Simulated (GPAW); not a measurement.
# Screening of a field by Cr2CS2 MXene monolayer, part 2 of 2

Aim: the dipole that a field along the normal induces in Cr2CS2 MXene monolayer.

GPAW 26.7.0; GPAW, PAW setups; layer in a repeated cell with vacuum, relaxation of atoms and in-plane cell (the session's first sound run).

So far. Step 4 (In a field): The dipole is now -0.0649 e Å, against -3.4e-4 in the run without a field. Step 5 (Field on): The dipole is now -0.0325 e Å, against -3.4e-4 in the run without a field.

**8. In a field**

Level of this step: GPAW, PAW setups; slab in vacuum (GPAW).

Input file run.py:

```python
import json
import numpy as np
from ase import Atoms
from gpaw import GPAW, PW
from gpaw.external import ConstantElectricField

slab = Atoms(
    ['S', 'Cr', 'C', 'Cr', 'S'],
    positions=[
        [0.00000, 1.76398, 9.00000],
        [1.52766, 0.88200, 10.52969],
        [-0.00000, -0.00000, 11.57658],
        [0.00000, 1.76398, 12.62346],
        [1.52766, 0.88200, 14.15315]],
    cell=[[3.05532, -0.0, 0.0], [-1.52766, 2.64598, 0.0], [0.0, 0.0, 23.1532]],
    pbc=[True, True, False],
    magmoms=[0.0, 2.0, 0.0, 2.0, 0.0])

slab.calc = GPAW(mode=PW(500), xc='PBE', kpts={'size': (12, 12, 1), 'gamma': True},
                 occupations={'name': 'fermi-dirac', 'width': 0.05}, nbands='160%',
                 convergence={'density': 1e-05}, maxiter=200,
                 poissonsolver={'dipolelayer': 'xy'},
                 external=ConstantElectricField(0.1, [0, 0, 1]),
                 symmetry={'tolerance': 1e-3}, txt='slab.txt')
result = {}
energy = slab.get_potential_energy()
fermi = slab.calc.get_fermi_level()
v = slab.calc.get_electrostatic_potential().mean((0, 1)) - fermi
n = slab.calc.get_pseudo_density().mean((0, 1))
L = slab.cell[2, 2]
z = np.arange(len(v)) * L / len(v)
low, high = slab.positions[:, 2].min(), slab.positions[:, 2].max()
below, above = np.interp([low - 6.8, high + 6.8], z, v)
slopes = [np.interp(x, z, np.gradient(v, z)) for x in (low - 6.8, high + 6.8)]
eps = np.array([[slab.calc.get_eigenvalues(k, s) for k in range(len(slab.calc.get_ibz_k_points()))]
                for s in range(slab.calc.get_number_of_spins())]) - fermi
top, bottom = eps[eps < 0].max(), eps[eps > 0].min()
dipole = slab.get_dipole_moment()[2]
print(f'energy {energy:.4f} eV, Fermi level {fermi:.4f} eV, dipole {dipole:.5f} e A')
print(f'potential 6.8 A off the faces, from the Fermi level: lower {below:.4f} eV, upper {above:.4f} eV')
print(f'slope of the potential there: lower {slopes[0]:.5f}, upper {slopes[1]:.5f} eV/A')
print(f'nearest levels on the mesh: {top:.4f} and {bottom:.4f} eV')
print('magnetic moment', round(slab.get_magnetic_moment(), 3))
result.update(energy=energy, fermi=fermi, dipole=dipole, below=below, above=above, slopes=slopes, edges=[top, bottom],
              z=z.tolist(), v=v.tolist(), n=n.tolist(), positions=slab.positions.tolist(),
              forces=slab.get_forces(apply_constraint=False).tolist(), moments=slab.get_magnetic_moments().tolist())
json.dump(result, open('result.json', 'w'))
```

Command:

```bash
$ OMP_NUM_THREADS=1 OPENBLAS_NUM_THREADS=1 python run.py
```

Output:

```text
energy -37.5242 eV, Fermi level -0.5472 eV, dipole 0.03245 e A
potential 6.8 A off the faces, from the Fermi level: lower 5.8178 eV, upper 5.0915 eV
slope of the potential there: lower 0.00001, upper -0.00001 eV/A
nearest levels on the mesh: -0.0855 and 0.0123 eV
magnetic moment 2.166
```

The job ended after 11 min (1 thread of Arm Neoverse V1, shared host; peak memory 0.63 GiB).

The electrostatic potential energy of an electron (without an applied field's), less the Fermi level, planar mean oscillates, so the rows of the table below give means over windows of 1.45 Å about each position, cut where the curve ends. Its maxima inside the range that stand out by 2 % of the span (Å: eV): 9.7: -4.76, 11.2: -9.01, 12.0: -9.09, 13.4: -5.12. Its minima: 9.0: -20.5, 10.5: -16.0, 11.6: -13.2, 12.6: -16.2, 14.2: -21.0.

Electrostatic potential energy of an electron (without an applied field's), less the Fermi level, planar mean against z; means over each step:

| z (Å) | electrostatic potential energy of an electron (without an applied field's), less the Fermi level, planar mean (eV) |
| --- | --- |
| 0.72 | 5.77 |
| 2.17 | 5.82 |
| 3.62 | 5.82 |
| 5.07 | 5.82 |
| 6.52 | 5.77 |
| 7.97 | 1.39 |
| 9.42 | -11.5 |
| 10.87 | -12.4 |
| 12.32 | -12.4 |
| 13.77 | -12.0 |
| 15.22 | 1.26 |
| 16.67 | 5.05 |
| 18.12 | 5.09 |
| 19.57 | 5.09 |
| 21.02 | 5.09 |
| 22.47 | 5.12 |

The dipole is now 0.0325 e Å, against -3.4e-4 in the run without a field.

**9. In a field**

Edit run.py of step 8 so:

```diff
@@ -22,3 +22,3 @@
                  poissonsolver={'dipolelayer': 'xy'},
-                 external=ConstantElectricField(0.1, [0, 0, 1]),
+                 external=ConstantElectricField(0.2, [0, 0, 1]),
                  symmetry={'tolerance': 1e-3}, txt='slab.txt')
```

Output:

```text
energy -37.5291 eV, Fermi level -0.5482 eV, dipole 0.06488 e A
potential 6.8 A off the faces, from the Fermi level: lower 6.1823 eV, upper 4.7302 eV
slope of the potential there: lower 0.00001, upper -0.00001 eV/A
nearest levels on the mesh: -0.0854 and 0.0123 eV
magnetic moment 2.166
```

Wall time 9.4 min (1 thread); peak memory 0.63 GiB.

The electrostatic potential energy of an electron (without an applied field's), less the Fermi level, planar mean oscillates, so the rows of the table below give means over windows of 1.45 Å about each position, cut where the curve ends. Its maxima inside the range that stand out by 2 % of the span (Å: eV): 1.2: 6.18, 9.7: -4.58, 11.2: -8.97, 12.0: -9.12, 13.4: -5.30. Its minima: 9.0: -20.3, 10.5: -15.9, 11.6: -13.2, 12.6: -16.3, 14.2: -21.3.

The electrostatic potential energy of an electron (without an applied field's), less the Fermi level, planar mean by z; means over each step:

| z (Å) | electrostatic potential energy of an electron (without an applied field's), less the Fermi level, planar mean (eV) |
| --- | --- |
| 0.72 | 6.09 |
| 2.17 | 6.18 |
| 3.62 | 6.18 |
| 5.07 | 6.18 |
| 6.52 | 6.13 |
| 7.97 | 1.72 |
| 9.42 | -11.3 |
| 10.87 | -12.3 |
| 12.32 | -12.5 |
| 13.77 | -12.2 |
| 15.22 | 0.933 |
| 16.67 | 4.69 |
| 18.12 | 4.73 |
| 19.57 | 4.73 |
| 21.02 | 4.73 |
| 22.47 | 4.79 |

The dipole is now 0.0649 e Å, against -3.4e-4 in the run without a field.

**10. In a field**

Edit run.py of step 9 so:

```diff
@@ -22,3 +22,3 @@
                  poissonsolver={'dipolelayer': 'xy'},
-                 external=ConstantElectricField(0.2, [0, 0, 1]),
+                 external=ConstantElectricField(0.3, [0, 0, 1]),
                  symmetry={'tolerance': 1e-3}, txt='slab.txt')
```

Output:

```text
energy -37.5372 eV, Fermi level -0.5498 eV, dipole 0.09740 e A
potential 6.8 A off the faces, from the Fermi level: lower 6.5488 eV, upper 4.3688 eV
slope of the potential there: lower 0.00001, upper -0.00001 eV/A
nearest levels on the mesh: -0.0853 and 0.0124 eV
magnetic moment 2.165
```

The job ended after 10 min (1 thread; peak memory 0.63 GiB).

The dipole is now 0.0974 e Å, against -3.4e-4 in the run without a field.

**11. The series**

The members are put on one axis.

This step: induced dipole against applied field (GPAW 26.7.0).

The dipole along the normal by field:

| field (V/Å) | dipole along the normal (e·Å) |
| --- | --- |
| -0.200 | -0.0649 |
| -0.100 | -0.0325 |
| -0.050 | -0.0162 |
| 0.000 | -3.4e-4 |
| 0.050 | 0.0162 |
| 0.100 | 0.0325 |
| 0.200 | 0.0649 |
| 0.300 | 0.0974 |

**12. Results**

```
work function, upper and lower face            : 5.461 and 5.447 eV
dipole along the normal                        : -3.4e-4 e Å, near the numerical noise
induced dipole per field                       : 0.325 e Å per V/Å
out-of-plane polarisability per area, α/(ε0 A) : 7.26 Å
```

The field induces 0.325 e Å per V/Å, a polarisable thickness α/(ε0 A) of 7.26 Å beside 5.15 Å between the outermost nuclei. A perfect conductor would give the distance between its two image planes; a dielectric of thickness t gives t(1 - 1/ε). The induced dipole is linear in the field over this range. The starting lattice was a guess from atomic radii; the relaxation moved it by 8 %. The small printed dipole stands for a step of 7.6 meV from the lower to the upper face, and the probes find 14 meV; values this small are near the numerical noise of both. One magnetic start was tried; another order may lie lower. The layer's cell and atoms come from the relaxation; spin-orbit coupling and temperature are left out.

[Logs are printed without paths, hosts, clocks, repeated set-up lines and the standing remarks that a program may print on its own settings, such as how far it seeks lower states.]

[Hosts, paths, dates, database ids (printed as entryN), source tags and the programs' standing remarks are cut or masked in the printed files.]
